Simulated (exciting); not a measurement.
# Core excitons at the La L₃ edge of CsLaS2, part 3 of 3

Wanted: the near-edge spectrum and the bound core excitons at the La L₃ edge of CsLaS2.

exciting sodium; X-ray absorption, core-level Bethe-Salpeter equation, exchange and statically screened direct term, Tamm-Dancoff, all-electron LAPW+lo LDA.

So far. Step 6 (Exchange alone): Maxima (height): 3.2 eV (0.86) and 16.9 eV (0.37). The spectrum is that of the independent-particle run within 1 %. Step 7 (A changed run): Wall time by task: scrgeneigvec 16 s, scrwritepmat 10 s, screen 56 s, scrcoulint 15 min, bse 16 s.

**8. Coarser mesh**

Changed against the first singlet run: k mesh from 2×2×2 to 1×1×1.

Contents of input.xml:

```
<input>
  <title>CsLaS2</title>
  <structure speciespath="." autormt="false" epslat="1.0e-5">
    <crystal>
      <basevect>4.0931101409 2.3631582417 15.3080037591</basevect>
      <basevect>-4.0931101409 2.3631582417 15.3080037591</basevect>
      <basevect>0.0000000000 -4.7263164834 15.3080037591</basevect>
    </crystal>
    <species speciesfile="La.xml" rmt="2.464">
      <atom coord="0.5000000000 0.5000000000 0.5000000000"/>
    </species>
    <species speciesfile="Cs.xml" rmt="2.464">
      <atom coord="0.0000000000 0.0000000000 0.0000000000"/>
    </species>
    <species speciesfile="S.xml" rmt="2.300">
      <atom coord="0.7709144900 0.7709144900 0.7709144900"/>
      <atom coord="0.2290855100 0.2290855100 0.2290855100"/>
    </species>
  </structure>
  <groundstate do="skip" xctype="LDA_PW" ngridk="3 3 3" rgkmax="7" gmaxvr="14" nempty="8" swidth="0.001" maxscl="100" epsengy="1e-5"/>
  <xs xstype="BSE" ngridk="1 1 1" ngridq="1 1 1" vkloff="0.097 0.273 0.493" rgkmax="7" nempty="72" gqmax="3" lmaxapwwf="5" lmaxemat="3" broad="0.06284" tevout="true">
    <energywindow intv="197.632 199.249" points="439"/>
    <screening screentype="full" nempty="103"/>
    <BSE xas="true" xasspecies="1" xasatom="1" xasedge="L3" bsetype="singlet" nstlxas="1 68"/>
    <qpointset>
      <qpoint>0 0 0</qpoint>
    </qpointset>
    <plan>
      <doonly task="xsgeneigvec"/>
      <doonly task="writepmatxs"/>
      <doonly task="scrgeneigvec"/>
      <doonly task="scrwritepmat"/>
      <doonly task="screen"/>
      <doonly task="scrcoulint"/>
    </plan>
  </xs>
</input>
```

Contents of input.xml for the exchange start (cutoff and plan only):

```
  gqmax="2"
  <plan>
    <doonly task="exccoulint"/>
  </plan>
```

Contents of input.xml for the last start (plan only):

```
  <plan>
    <doonly task="bse"/>
  </plan>
```

On the command line:

```bash
$ OMP_NUM_THREADS=4 exciting
$ OMP_NUM_THREADS=4 exciting
$ OMP_NUM_THREADS=4 exciting
```

Numbers of over 12 decimals in the logs are rounded to 6 here.

What it wrote:

```text
| EXCITING SODIUM started for task xsgeneigvec ( 301)                          =
One-shot GS runs for BSE calculations
One-shot GS runs for k+qmt/2 grids
Info(xsgeneigvec): Generating eigenvectors for Q-point      1
Info(xsgeneigvec): Generation of eigenvectors finished
| EXCITING SODIUM started for task writepmatxs ( 320)                          =
Info(writepmatxs): Momentum matrix elements finished
| EXCITING SODIUM started for task scrgeneigvec ( 401)                         =
One-shot GS runs for BSE calculations
One-shot GS runs for k+qmt/2 grids
[...]
Info(setup_bse_block): Setting up RR part of hamiltonian
Info(setup_bse_block): Singlet spin state
Info(bse): Diagonalizing RR Hamiltonian (TDA)
Info(bse): Invoking Lapack routine ZHEEVR
       272 eigen solutions found in the interval:
         i1=       1 i2=     272
Info(bse): Writing excition energies and oscillator strengths to text file.
Info(makespectrum_dist): Making spectrum using formula for coupling with time reversed AR basis.
Info(makespectrum_dist): Using formalism for vanishing momentum transfer.
Info(writederived): Writing quantities derived from the macroscopic dielectric function.
Info(bselauncher): Spectrum finished for iqmt=  1
Info(bselauncher): All done for BSE type singlet
```

Wall time 3.6 min (4 threads of Intel Xeon at 2.50GHz (Skylake/Cascade Lake), shared host).

These settings are cheaper. Against the singlet run the r.m.s. difference is 11 %. The highest maximum lies at 0.3 eV (1.03), against 1.1 eV (1.00). The first bright state moves from -1.02 to -1.20 eV. The lowest bare transition of this run lies at 0.57 eV, against 0.09. A coarse mesh samples few band energies, and it inflates the long-range part of the attraction.

```
E (eV)  first run  this run
 -12.0       0.03      0.03
 -11.0       0.04      0.04
 -10.0       0.04      0.05
  -9.0       0.05      0.05
  -8.0       0.06      0.07
  -7.0       0.08      0.08
  -6.0       0.10      0.11
  -5.0       0.13      0.15
  -4.0       0.19      0.22
  -3.0       0.29      0.35
  -2.0       0.48      0.58
  -1.0       0.74      0.86
   0.0       0.92      1.02
   1.0       1.00      0.99
   2.0       0.92      0.82
   3.0       0.73      0.64
   4.0       0.58      0.55
   5.0       0.48      0.48
   6.0       0.43      0.44
   7.0       0.42      0.42
   8.0       0.40      0.41
   9.0       0.38      0.38
  10.0       0.36      0.32
  11.0       0.33      0.28
  12.0       0.31      0.25
  13.0       0.30      0.26
  14.0       0.31      0.28
  15.0       0.32      0.31
  16.0       0.32      0.33
  17.0       0.29      0.32
  18.0       0.27      0.28
  19.0       0.25      0.26
  20.0       0.24      0.27
  21.0       0.23      0.27
  22.0       0.23      0.24
```

**9. From independent particles to the full kernel**

```
  level  curve passes 0.15 (eV)  highest maximum (eV)  its height
     IP                    -2.2                   3.2        0.86
    RPA                    -2.2                   3.2        0.86
singlet                    -4.6                   1.1        1.00
```

```
E (eV)    IP   RPA  singlet
 -12.0  0.02  0.02     0.03
 -11.0  0.02  0.02     0.04
 -10.0  0.03  0.03     0.04
  -9.0  0.03  0.03     0.05
  -8.0  0.04  0.04     0.06
  -7.0  0.04  0.04     0.08
  -6.0  0.05  0.05     0.10
  -5.0  0.07  0.07     0.13
  -4.0  0.09  0.09     0.19
  -3.0  0.12  0.12     0.29
  -2.0  0.16  0.16     0.48
  -1.0  0.25  0.25     0.74
   0.0  0.40  0.40     0.92
   1.0  0.58  0.58     1.00
   2.0  0.76  0.76     0.92
   3.0  0.86  0.86     0.73
   4.0  0.82  0.82     0.58
   5.0  0.71  0.71     0.48
   6.0  0.60  0.60     0.43
   7.0  0.52  0.52     0.42
   8.0  0.48  0.48     0.40
   9.0  0.46  0.46     0.38
  10.0  0.44  0.44     0.36
  11.0  0.42  0.42     0.33
  12.0  0.39  0.39     0.31
  13.0  0.36  0.36     0.30
  14.0  0.35  0.35     0.31
  15.0  0.35  0.35     0.32
  16.0  0.36  0.36     0.32
  17.0  0.37  0.37     0.29
  18.0  0.36  0.36     0.27
  19.0  0.33  0.33     0.25
  20.0  0.31  0.31     0.24
  21.0  0.29  0.29     0.23
  22.0  0.29  0.29     0.23
```

**10. Outcome**

```yaml
absorber_and_edge: La L₃, atom 1
surroundings: 6 S at 2.93 Å (octahedral, site symmetry -3m)
first_bright_state: -1.02 eV from the Kohn–Sham onset, on this mesh
highest_maximum: 1.1 eV
cost_of_the_bse_run: 35 min on 4 MPI ranks of Intel Xeon at 2.50GHz (Skylake/Cascade Lake), shared host; the last task ran on as many threads
```

Is a core exciton bound? Yes on this mesh: the first bright state (over 5 % of the brightest) lies at -1.02 eV from the Kohn–Sham onset and at -1.11 eV from the lowest bare transition of its own mesh; weaker or dark states reach down to -11.00 eV. Exchange alone changes the independent-particle spectrum by 0.0 % r.m.s. Binding energies aren't converged on 8 k points, and fine structure above the first lines is partly noise of the mesh. Exchange and the short-range direct term aren't converged in the kernel cutoff. The zero comes from the unshifted 3×3×3 ground-state mesh; it is exact only where the band minimum lies on that mesh. The conduction states carry no spin here, so the exchange coupling to the spinor core hole is only partly held. This core level is treated alone, with no coupling to its spin–orbit partner. The Kohn–Sham onset, 5390 eV, is no photon energy (tabulated edge of the element: 5483 eV): the scale needs a rigid shift. No quasiparticle correction widens the gap or stretches the bands. Vibrations and energy-dependent lifetimes are left out. The structure is a Materials Project entry, computed there, and may be a hypothetical form.

[Banner, clock and machine lines of the logs are left out without a mark of their own.]

[Logs are printed without paths, hosts, clocks, repeated set-up lines and the standing remarks that a program may print on its own settings, such as how far it seeks lower states.]

[Hosts, paths, dates, database ids (printed as entryN), source tags and the programs' standing remarks are cut or masked in the printed files.]
